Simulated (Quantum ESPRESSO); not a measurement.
# KF (Carobbiite): optical spectrum from first principles

Wanted: where KF (Carobbiite) starts to absorb, how strongly, and its refractive index.

Calculated with Quantum ESPRESSO 7.5; DFT, PBE, plane waves with norm-conserving potentials (PseudoDojo), scalar-relativistic, independent-particle optical response without local fields and without the non-local commutator.

This account leaves out most program logs.

**1. Set-up**

It takes space group Fm-3m (No. 225, cubic). The conventional cell has a = 5.344 Å, b = 5.344 Å, c = 5.344 Å, α = 90.00°, β = 90.00°, γ = 90.00°. K has 6 F at 2.67 Å nearest. Nearest to F lie 6 K at 2.67 Å. Farther neighbours and most contacts between anions are not listed.

Structure file:

```cif
data_structure
_symmetry_space_group_name_H-M 'Fm-3m'
_symmetry_Int_Tables_number 225
_cell_length_a 5.3437
_cell_length_b 5.3437
_cell_length_c 5.3437
_cell_angle_alpha 90.000
_cell_angle_beta 90.000
_cell_angle_gamma 90.000
_cell_volume 152.59
loop_
_atom_site_label
_atom_site_type_symbol
_atom_site_symmetry_multiplicity
_atom_site_Wyckoff_symbol
_atom_site_fract_x
_atom_site_fract_y
_atom_site_fract_z
_atom_site_occupancy
K1 K 4 a 0.00000 0.00000 0.00000 1
F1 F 4 b 0.50000 0.00000 0.00000 1
```

**2. Ground state**

First the ground state: is it a metal or has it a gap?

This step: DFT, PBE, plane waves with norm-conserving potentials (PseudoDojo), scalar-relativistic, ground state (Quantum ESPRESSO 7.5).

scf.in reads:

```
&control
  calculation = 'scf'
  prefix = 'x'
  outdir = './tmp'
  pseudo_dir = './'
  verbosity = 'high'
/
&system
  ibrav = 0
  nat = 2
  ntyp = 2
  ecutwfc = 90
  occupations = 'smearing'
  smearing = 'fd'
  degauss = 0.003675
  nbnd = 12
/
&electrons
  conv_thr = 1e-09
  electron_maxstep = 100
/
ATOMIC_SPECIES
  K 1.0 K.upf
  F 1.0 F.upf
CELL_PARAMETERS angstrom
  0.000000000000 2.671850000000 2.671850000000
  2.671850000000 0.000000000000 2.671850000000
  2.671850000000 2.671850000000 0.000000000000
ATOMIC_POSITIONS crystal
  K 0.000000000000 0.000000000000 0.000000000000
  F 0.500000000000 0.500000000000 0.500000000000
K_POINTS automatic
  7 7 7 0 0 0
```

Command:

```
$ mpirun -n 4 pw.x -nk 4 -in scf.in
```

Elapsed: 5.3 s, on 4 MPI ranks of Arm Neoverse V1, shared host; peak memory 0.07 GiB; 21 s of CPU time.

Numbers from this step:

| Quantity | Value |
| --- | --- |
| total energy | -109.6 Ry |
| gap on the k-mesh | 6.198 eV |
| direct gap on the mesh | 6.198 eV |

There is a gap, 6.20 eV on this mesh (points off the mesh can give less), so no carriers' term is needed.

**3. Ground state with the final occupations**

With the gap or the metal settled, the ground state is repeated with the fitting occupations, and the later steps take its density.

scf.in: that of step 2 with these lines changed.

```diff
@@ -12,6 +12,3 @@
   ecutwfc = 90
-  occupations = 'smearing'
-  smearing = 'fd'
-  degauss = 0.003675
-  nbnd = 12
+  occupations = 'fixed'
 /
```

Command:

```
$ mpirun -n 4 pw.x -nk 4 -in scf.in
```

Run time: 4.3 s. Hardware: 4 MPI ranks; peak memory 0.07 GiB.

**4. Bands on the whole mesh, 11×11×11**

At the fixed density, many empty bands are solved on the mesh of the response, since the spectrum sums over them.

This step: DFT, PBE, plane waves with norm-conserving potentials (PseudoDojo), scalar-relativistic, bands at fixed density (Quantum ESPRESSO 7.5).

nscf.in, as its differences from scf.in of step 3:

```diff
@@ -1,3 +1,3 @@
 &control
-  calculation = 'scf'
+  calculation = 'nscf'
   prefix = 'x'
@@ -5,3 +5,2 @@
   pseudo_dir = './'
-  verbosity = 'high'
 /
@@ -13,2 +12,5 @@
   occupations = 'fixed'
+  nbnd = 25
+  nosym = .true.
+  noinv = .true.
 /
@@ -17,2 +19,3 @@
   electron_maxstep = 100
+  diago_full_acc = .true.
 /
@@ -29,2 +32,2 @@
 K_POINTS automatic
-  7 7 7 0 0 0
+  11 11 11 0 0 0
```

Command:

```
$ mpirun -n 4 pw.x -nk 4 -in nscf.in
```

It took 7.2 min on 4 MPI ranks; peak memory 0.06 GiB; 29 min of CPU time.

**5. Dielectric function**

With the density converged, the vertical transitions are summed over the zone.

This step: DFT, PBE, plane waves with norm-conserving potentials (PseudoDojo), scalar-relativistic, independent-particle optical response without local fields and without the non-local commutator (Quantum ESPRESSO 7.5).

epsilon.in reads:

```
&inputpp
  prefix = 'x'
  outdir = './tmp'
  calculation = 'eps'
/
&energy_grid
  smeartype = 'gauss'
  intersmear = 0.2
  wmin = 0.0
  wmax = 22
  nw = 500
/
```

Command:

```
$ mpirun -n 4 epsilon.x -nk 4 -in epsilon.in
```

Elapsed: 2.1 s, on 4 MPI ranks; peak memory 0.05 GiB; 8.2 s of CPU time.

Read-outs, printed or worked out from the files:

- electronic dielectric constant ε∞, mean over x, y and z (by symmetry where fewer were run): 2.562
- main peak of Im epsilon, first axis: 21.30 eV

Some rows of epsi_x.dat:

```text
# energy grid [eV]     epsi_x  epsi_y  epsi_z
#
    0.176352705    0.000353066    0.000353066    0.000353067
    1.234468938    0.002556137    0.002556136    0.002556144
    2.292585170    0.005191599    0.005191598    0.005191612
    3.350701403    0.008927298    0.008927296    0.008927317
    4.408817635    0.015570921    0.015570918    0.015570946
    5.466933868    0.034417467    0.034417464    0.034417500
    6.525050100    0.699679397    0.699679392    0.699679437
    7.583166333    1.211546901    1.211546896    1.211546950
    8.641282565    1.375109152    1.375109146    1.375109210
    9.699398798    1.793370623    1.793370616    1.793370690
   10.757515030    1.425539607    1.425539600    1.425539687
   11.815631263    2.733941053    2.733941045    2.733941145
   12.873747495    1.246339780    1.246339771    1.246339888
   13.931863727    0.961306100    0.961306090    0.961306226
   14.989979960    1.011330510    1.011330499    1.011330658
   16.048096192    0.776140286    0.776140274    0.776140460
   17.106212425    0.677342642    0.677342628    0.677342850
   18.164328657    1.671479964    1.671479950    1.671480215
   19.222444890    3.056974018    3.056974003    3.056974326
   20.280561122    1.325825949    1.325825935    1.325826333
   21.338677355    5.950114038    5.950114026    5.950114531
```

The Im ε, any direction has structure finer than the step of the table below, so its rows give means over 0.5 eV, whole bins alone (the curve runs from 0 to 22 eV). Peaks (eV: height): 10.49: 2.84, 11.82: 2.73, 18.83: 3.93, 21.29: 6.06.

Values under the direct gap are tails of Lorentzian lines. Im ε, any direction against photon energy; means over each step:

```csv
photon energy (eV),"Im ε, any direction"
0.5,0.00101
1.0,0.00205
1.5,0.00316
2.0,0.00440
2.5,0.00582
3.0,0.00752
3.5,0.00964
4.0,0.0125
4.5,0.0165
5.0,0.0231
5.5,0.0367
6.0,0.105
6.5,0.489
7.0,0.848
7.5,0.921
8.0,1.07
8.5,1.43
9.0,1.65
9.5,1.86
10.0,2.17
10.5,2.26
11.0,1.08
11.5,2.06
12.0,2.16
12.5,1.15
13.0,1.16
13.5,1.40
14.0,0.943
14.5,0.435
15.0,0.786
15.5,0.671
16.0,0.830
16.5,0.522
17.0,0.638
17.5,0.632
18.0,1.45
18.5,3.01
19.0,3.34
19.5,2.75
20.0,1.64
20.5,1.58
21.0,3.92
21.5,4.41
```

The Re ε, any direction by photon energy:

```csv
photon energy (eV),"Re ε, any direction"
0,2.56
1,2.57
2,2.60
3,2.66
4,2.76
5,2.93
6,3.32
7,3.56
8,2.90
9,3.13
10,2.79
11,1.91
12,1.02
13,1.53
14,1.43
15,2.08
16,2.01
17,2.67
18,3.97
19,1.71
20,1.44
21,4.00
22,0.876
```

The reflectivity at normal incidence, any direction has structure finer than the step of the table below, so its rows give means over 1 eV, whole bins alone (the curve runs from 0 to 22 eV). Peaks (eV: height): 10.5: 15.1, 11.9: 14.8, 18.9: 19.9, 21.4: 30.9.

Table of reflectivity at normal incidence, any direction by photon energy; means over each step:

photon energy (eV), reflectivity at normal incidence, any direction (%) and a bar from the least value:
```
        1        5.4 ###
        2        5.5 ###
        3        5.8 ###
        4        6.2 ####
        5        6.9 #####
        6        8.7 #########
        7        9.5 ##########
        8       10.2 ###########
        9       10.8 #############
       10       12.0 ###############
       11        8.4 ########
       12       10.8 #############
       13        5.8 ###
       14        4.1 
       15        3.9 
       16        4.7 #
       17        6.2 ####
       18       12.7 ################
       19       17.2 ########################
       20       10.1 ###########
       21       20.4 ##############################
```

The loss function −Im 1/ε at q → 0, any direction has structure finer than the step of the table below, so its rows give means over 1 eV, whole bins alone (the curve runs from 0 to 22 eV). Peaks (eV: height): 10.7: 0.394, 12.2: 0.509, 13.7: 0.444, 15.1: 0.231, 15.8: 0.197, 19.9: 0.401, 21.6: 0.289.

Values under the direct gap are tails of Lorentzian lines. Loss function −Im 1/ε at q → 0, any direction against energy loss; means over each step:

| energy loss (eV) | loss function −Im 1/ε at q → 0, any direction |
| --- | --- |
| 1 | 3.1e-4 |
| 2 | 6.5e-4 |
| 3 | 0.00106 |
| 4 | 0.00165 |
| 5 | 0.00275 |
| 6 | 0.0140 |
| 7 | 0.0611 |
| 8 | 0.0908 |
| 9 | 0.131 |
| 10 | 0.185 |
| 11 | 0.239 |
| 12 | 0.341 |
| 13 | 0.289 |
| 14 | 0.336 |
| 15 | 0.145 |
| 16 | 0.150 |
| 17 | 0.0773 |
| 18 | 0.0843 |
| 19 | 0.211 |
| 20 | 0.284 |
| 21 | 0.141 |

The refractive index n and extinction k by photon energy:

```
photon energy (eV)     n        k
                 0  1.60        0
                 1  1.60   6.4e-4
                 2  1.61  0.00136
                 3  1.63  0.00230
                 4  1.66  0.00374
                 5  1.71  0.00668
                 6  1.82   0.0233
                 7  1.91    0.283
                 8  1.74    0.329
                 9  1.84    0.500
                10  1.80    0.679
                11  1.43    0.353
                12  1.31    0.836
                13  1.32    0.465
                14  1.26    0.390
                15  1.48    0.344
                16  1.44    0.276
                17  1.65    0.206
                18  2.03    0.380
                19  1.63    0.981
                20  1.32    0.556
                21  2.20    0.907
                22  1.47     1.13
```

At chosen wavelengths:

```csv
wavelength (nm),n,k,R (%),1/α
1550,1.60,0.001,5.4,243 µm
800,1.61,0.001,5.4,63 µm
633,1.61,0.001,5.5,38 µm
532,1.62,0.002,5.6,26 µm
405,1.63,0.002,5.8,14 µm
308,1.66,0.004,6.2,6.5 µm
248,1.71,0.007,6.9,3.0 µm
```

Below the direct gap, k and the depth come from the tails of the Lorentzian lines, not from transitions.

**6. Results**

| Property | Result |
| --- | --- |
| electronic dielectric constant ε∞, mean over x, y and z (by symmetry where fewer were run) (independent particles) | 2.56 |
| main peak of Im epsilon, first axis | 21.3 eV |

In words: At this level (PBE, independent particles) KF has ε∞ = 2.56 and n = 1.60 at 1550 nm, and Im ε peaks at 21.3 eV. Distinct maxima of Im ε, read by a parabola through the highest points, lie at 10.49 eV (2.8), 18.83 eV (3.9), 21.30 eV (6.1) and 21.86 eV (3.6). Excitons and phonon-assisted transitions are missing, and so are local fields; PBE gaps are as a rule too small, which pulls the onset down and ε∞ up. epsilon.x leaves out the commutator of the non-local potential, so its intensities are off, as a rule too high. The sum runs over mesh points, so small or evenly spaced maxima can still be ripples of the mesh.

[Machine, clock, banner and «Message from routine» lines are left out of the logs.]

[Logs are printed without paths, hosts, clocks, repeated set-up lines and the standing remarks that a program may print on its own settings, such as how far it seeks lower states.]

[Hosts, paths, dates, database ids (printed as entryN), source tags and the programs' standing remarks are cut or masked in the printed files.]
